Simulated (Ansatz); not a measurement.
# Converging the field response of a KZnF3 (001), ZnF2 faces film, part 3 of 3

Aim: a convergence study of the equivalent conductor thickness of a KZnF3 (001), ZnF2 faces film, with the cost of each setting.

Ansatz 0.2.0; plane-wave DFT, PBE, Ansatz PAW (the session's first sound run).

So far, equivalent conductor thickness p/(ε₀AE) (Å): step 2 (single point, setting first choice, PBE) 6.27; step 16 (run, box 26.1 Å (run 6), PBE) 6.27; step 17 (run, box 26.1 Å (run 7), PBE) 6.27; step 18 (run, box 26.1 Å (run 8), PBE) 6.27; step 19 (LDA) 6.34.

## (20) Single point, box 26.1 Å (run 6)

This step: plane-wave DFT, r2SCAN, Ansatz PAW (Ansatz 0.2.0).

input.yaml reads:

```yaml
crystal:
  lattice:
    - [4.05, 0.0, 0.0]
    - [0.0, 4.05, 0.0]
    - [0.0, 0.0, 26.1]
  atoms:
    - { symbol: Zn, position: [0.5, 0.5, 0.3448275862] }
    - { symbol: F, position: [0.0, 0.5, 0.3448275862] }
    - { symbol: F, position: [0.5, 0.0, 0.3448275862] }
    - { symbol: K, position: [0.0, 0.0, 0.4224137931] }
    - { symbol: F, position: [0.5, 0.5, 0.4224137931] }
    - { symbol: Zn, position: [0.5, 0.5, 0.5] }
    - { symbol: F, position: [0.0, 0.5, 0.5] }
    - { symbol: F, position: [0.5, 0.0, 0.5] }
    - { symbol: K, position: [0.0, 0.0, 0.5775862069] }
    - { symbol: F, position: [0.5, 0.5, 0.5775862069] }
    - { symbol: Zn, position: [0.5, 0.5, 0.6551724138] }
    - { symbol: F, position: [0.0, 0.5, 0.6551724138] }
    - { symbol: F, position: [0.5, 0.0, 0.6551724138] }
kpoints:
  mp_grid: { grid: [6, 6, 1] }
hamiltonian:
  xc: r2scan
scf:
  occupations: { method: fixed }
  convergence: { dr2_threshold: 1.0e-10 }
efield:
  axis: 3
  dipole_correction: true
  ramp_position: 0.97
  ramp_width: 0.06
  amplitude: 0.1
output:
  write_potential: true
  write_density: true
  volumetric_format: npy
```

The run is started by

```
> ansatz run input.yaml --threads 4 --pin off --max-ram 6144MiB --backend cpu --events-out ev --progress --plain --runs-dir out
```

Numbers of over 12 decimals in the logs are rounded to 6 here.

What it wrote:

```text
[...]
Crystal: 13 atoms, lattice volume = 428.105 Å³
Basis set: ecut = 500 eV, 10951 PW (Γ), exchange–correlation on 120×120×768 points (64 copies of the dense FFT grid, shifted against one another)
Bands: 68, of which v1, the nominal top of the filled ones, is band 55 counted from 1 (54 counted from 0)
Symmetry: 8 space group operations
k-points: 10 of 36
[...]
k-point 0: bands = [... 51 lower, -4.4976, -4.3382, -4.3105, -4.3105, 1.0813, 1.5177, 3.2161, 3.7135, ... 9 higher]
  k-point 1: bands = [... 51 lower, -4.4370, -4.2842, -4.2523, -3.8573, 1.5150, 1.9438, 3.5519, 3.9765, ... 9 higher]
  k-point 2: bands = [... 51 lower, -4.2976, -4.2278, -4.0762, -3.2623, 2.5130, 2.9563, 4.4754, 4.7456, ... 9 higher]
  k-point 9: bands = [... 51 lower, -3.2179, -3.0336, -2.6784, -2.6161, 4.4723, 4.9445, 6.3183, 6.5761, ... 9 higher]
[key lines of the parts left out:]
SCF converged after 12 iterations
Free energy (F): -19551.620564 eV
Fermi energy:    -2.616070 eV
Dipole field:    D = 0.023086 V/Å  (p = 0.054619 e·Å, saw-weighted, corrected)
```

Run time: 23 s. Hardware: 4 threads of Arm Neoverse V1, shared host; peak memory 1.7 GiB; 90 s of CPU time.

The dipole corresponds to a conductor 6.025 Å thick, -3.89 % from the first choice, at 1.8 times its CPU time.

## (21) Single point, box 26.1 Å (run 7)

This step: plane-wave DFT, PBE, norm-conserving (Ansatz 0.2.0).

Edit input.yaml of step 20 so:

```diff
@@ -22,3 +22,4 @@
 hamiltonian:
-  xc: r2scan
+  xc: pbe
+  pseudopotentials: { kind: nc }
 scf:
```

What it wrote:

```text
[...]
Crystal: 13 atoms, lattice volume = 428.105 Å³
Basis set: ecut = 1320 eV, 46383 PW (Γ)
Bands: 81, of which v1, the nominal top of the filled ones, is band 67 counted from 1 (66 counted from 0)
Symmetry: 8 space group operations
k-points: 10 of 36
[...]
k-point 0: bands = [... 63 lower, -3.6141, -3.5788, -3.3900, -3.3900, 1.1740, 1.5942, 3.2726, 4.0983, ... 10 higher]
  k-point 1: bands = [... 63 lower, -3.5135, -3.3917, -3.3718, -3.1141, 1.6239, 2.0281, 3.6022, 4.3597, ... 10 higher]
  k-point 2: bands = [... 63 lower, -3.3794, -3.3335, -3.2820, -2.5530, 2.6397, 3.0533, 4.5110, 5.1139, ... 10 higher]
  k-point 9: bands = [... 63 lower, -2.5274, -2.3260, -1.9896, -1.9341, 4.6045, 5.0467, 6.3044, 6.5676, ... 10 higher]
[key lines of the parts left out:]
SCF converged after 13 iterations
Free energy (F): -24078.781839 eV
Fermi energy:    -1.934119 eV
Dipole field:    D = 0.023999 V/Å  (p = 0.056778 e·Å, saw-weighted, corrected)
```

The job ended after 76 s (4 threads; peak memory 4.4 GiB).

The dipole corresponds to a conductor 6.264 Å thick, -0.09 % from the first choice, at 6.1 times its CPU time.

## (22) Single point, box 26.1 Å (run 8)

This step: plane-wave DFT, PBE, JTH PAW (Ansatz 0.2.0).

Edit input.yaml of step 21 so:

```diff
@@ -23,3 +23,3 @@
   xc: pbe
-  pseudopotentials: { kind: nc }
+  pseudopotentials: { kind: paw, source: jth }
 scf:
```

What it wrote:

```text
[...]
k-point 0: bands = [... 51 lower, -3.8358, -3.8067, -3.6456, -3.6456, 0.9002, 1.3221, 3.0142, 3.8458, ... 9 higher]
  k-point 1: bands = [... 51 lower, -3.7624, -3.6208, -3.6190, -3.2902, 1.3515, 1.7577, 3.3444, 4.1070, ... 9 higher]
  k-point 2: bands = [... 51 lower, -3.6265, -3.5682, -3.4845, -2.7050, 2.3708, 2.7872, 4.2566, 4.8614, ... 9 higher]
  k-point 9: bands = [... 51 lower, -2.6718, -2.4758, -2.1366, -2.0685, 4.3276, 4.7732, 6.0628, 6.3261, ... 9 higher]
[key lines of the parts left out:]
SCF converged after 15 iterations
Free energy (F): -19503.834998 eV
Fermi energy:    -2.068452 eV
Dipole field:    D = 0.023917 V/Å  (p = 0.056585 e·Å, saw-weighted, corrected)
```

Wall time 1.8 min (4 threads); peak memory 5 GiB.

The dipole corresponds to a conductor 6.242 Å thick, -0.42 % from the first choice, at 8.6 times its CPU time.

## (23) The series together

Times are for 4 threads of Arm Neoverse V1, shared host. The series side by side:

```csv
no.,setting,equivalent conductor thickness p/(ε₀AE) (Å),time,memory (GiB)
1,first choice,6.269,13 s,1.0
2,cutoff 250 eV,6.182,5.3 s,0.61
3,cutoff 330 eV,6.260,7.8 s,0.77
4,cutoff 600 eV,6.269,22 s,1.5
5,mesh 1x1,6.749,1.4 s,0.43
6,mesh 2x2,6.301,2.6 s,0.72
7,mesh 3x3,6.268,4.2 s,0.70
8,mesh 12x12,6.269,43 s,1.4
9,vacuum 10 Å,6.268,9.1 s,0.78
10,vacuum 14 Å,6.269,11 s,0.88
11,vacuum 26 Å,6.268,16 s,1.2
12,field 0.005 V/Å,6.269,13 s,1.0
13,field 0.03 V/Å,6.269,13 s,1.0
14,field 0.3 V/Å,6.271,13 s,1.0
15,SCF threshold 1e-04 eV,6.265,11 s,0.99
16,SCF threshold 1e-06 eV,6.269,12 s,1.0
17,SCF threshold 1e-08 eV,6.269,12 s,1.0
18,"LDA, Ansatz PAW (420 eV)",6.339,13 s,0.98
19,"r2SCAN, Ansatz PAW (500 eV)",6.025,23 s,1.7
20,"PBE, norm-conserving (1320 eV)",6.264,76 s,4.4
21,"PBE, JTH PAW (1500 eV)",6.242,1.8 min,5.0
```

## (24) What came out

- equivalent conductor thickness, first choice: 6.269 Å
- equivalent conductor thickness, cutoff 250 eV: 6.182 Å
- equivalent conductor thickness, cutoff 600 eV: 6.269 Å
- equivalent conductor thickness, mesh 1x1: 6.749 Å
- equivalent conductor thickness, vacuum 26 Å: 6.268 Å
- equivalent conductor thickness, LDA, Ansatz PAW (420 eV): 6.339 Å
- equivalent conductor thickness, r2SCAN, Ansatz PAW (500 eV): 6.025 Å

**Reading.** The first choice gives 6.27 Å. Numerical settings off by more than 1 % against it: cutoff 250 eV (-1.4 %) and mesh 1x1 (+7.7 %). The cheapest single change that stays within 0.5 % is mesh 3x3, at 33 % of the CPU time. Functionals and files move it by +1.1 % (LDA, Ansatz PAW (420 eV)), -3.9 % (r2SCAN, Ansatz PAW (500 eV)), -0.1 % (PBE, norm-conserving (1320 eV)) and -0.4 % (PBE, JTH PAW (1500 eV)). The film is symmetric and its atoms are held, so the dipole is the electronic response to the field alone. Times of a few seconds on a shared host rank the settings only roughly. In 2 runs of the series (cutoff 250 eV and vacuum 10 Å) the program warns that electrons reach the sawtooth's ramp, which makes dipole and work function less sure.

[Logs are printed without paths, hosts, clocks, repeated set-up lines and the standing remarks that a program may print on its own settings, such as how far it seeks lower states.]

[Hosts, paths, dates, database ids (printed as entryN), source tags and the programs' standing remarks are cut or masked in the printed files.]

[Maps of the electrostatic potential energy from Ansatz leave out the sawtooth potential of an applied field or a dipole correction, so their vacuum need not be flat; planar profiles and work functions include it.]
